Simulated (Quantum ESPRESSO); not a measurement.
Consider CuS (F-43m).

```xyz
2
Lattice="0.0000 2.5800 2.5800 2.5800 0.0000 2.5800 2.5800 2.5800 0.0000" Properties=species:S:1:pos:R:3 pbc="T T T"
Cu    3.8700    3.8700    3.8700
S     0.0000    0.0000    0.0000
```

Absorber: atom 1, with 4 S at 2.23 Å (tetrahedral, site symmetry -43m). Method: Quantum ESPRESSO XSpectra, PBEsol, excited-electron core hole (neutral cell), 12-atom cell with 6.3 Å between holes, 5×4×5 k points, dipole transitions, Lorentzian half width 0.78 eV up to 4 eV, rising linearly to 1.75 eV at 25 eV (not a setting of the program: the run's 0.4 eV curve was folded afterwards with a further Lorentzian).

Question: Where do the maxima of the Cu K edge fall?

Main maxima up to 30 eV above the zero (height): 7.8 eV (1.55) and 21.4 eV (1.49). A K edge sees empty p states on the absorber. The total-energy difference is 9005.03 eV. One term is added: -29.93 eV, since the hole is spin-paired here and a spin-polarised one costs that much less in the free atom (computed apart). The photon energy is then 8975.10 eV. The tabulated edge of the element is 8979 eV. The functional leaves an error in such absolute values: in the free atom PBEsol prices this hole 8.5 eV below PBE (computed apart), and PBE is itself good to a few eV.

The Cu K spectrum (energy from the energy zero of the input (xe0, at the border of filled and empty states); intensity scaled to a mean of 1 over the first 20 eV; folded afterwards to Lorentzian half width 0.78 eV up to 4 eV, rising linearly to 1.75 eV at 25 eV; the points at xe0, where the cut of filled states can leave a spike, are interpolated):

```tsv
E (eV)	intensity
-2.0	0.07
-1.5	0.08
-1.0	0.10
-0.5	0.12
0.0	0.15
0.5	0.16
1.0	0.16
1.5	0.16
2.0	0.17
2.5	0.20
3.0	0.25
3.5	0.33
4.0	0.47
4.5	0.66
5.0	0.85
5.5	0.96
6.0	1.07
6.5	1.21
7.0	1.38
7.5	1.52
8.0	1.52
8.5	1.39
9.0	1.24
9.5	1.12
10.0	1.05
10.5	1.01
11.0	1.03
11.5	1.09
12.0	1.16
12.5	1.20
13.0	1.20
13.5	1.19
14.0	1.19
14.5	1.19
15.0	1.21
15.5	1.24
16.0	1.29
16.5	1.32
17.0	1.35
17.5	1.36
18.0	1.36
18.5	1.35
19.0	1.35
19.5	1.38
20.0	1.43
20.5	1.46
21.0	1.48
21.5	1.49
22.0	1.48
22.5	1.47
23.0	1.44
23.5	1.41
24.0	1.38
24.5	1.35
25.0	1.33
25.5	1.31
26.0	1.30
26.5	1.30
27.0	1.31
27.5	1.31
28.0	1.32
28.5	1.32
29.0	1.32
29.5	1.32
30.0	1.33
30.5	1.35
31.0	1.39
31.5	1.43
32.0	1.48
```

The primitive cell holds an odd number of electrons, so a spin-paired run has to come out metallic; that is right for a metal, but some such compounds are magnetic or distorted insulators. The holes are only 6.3 Å apart, so the shape is probably not converged with cell size; no larger cell was run here. Lifetime broadening is put in by hand, and intensities beyond about 20 eV depend on it and on the partial waves. The structure is a computed Materials Project entry and may be a hypothetical form.

[Banner, clock and machine lines of the logs are left out without a mark of their own.]

[Logs are printed without paths, hosts, clocks, repeated set-up lines and the standing remarks that a program may print on its own settings, such as how far it seeks lower states.]

[Hosts, paths, dates, database ids (printed as entryN), source tags and the programs' standing remarks are cut or masked in the printed files.]

[Lists of maxima count a maximum above −3 eV only where it reaches 4 % of the highest in the window and stands out from its surroundings by 2 % of it (1.5 % where it reaches 55 %); shoulders and weaker maxima are passed over, and of the rest the first, up to two pre-edge ones and the few strongest are named.]
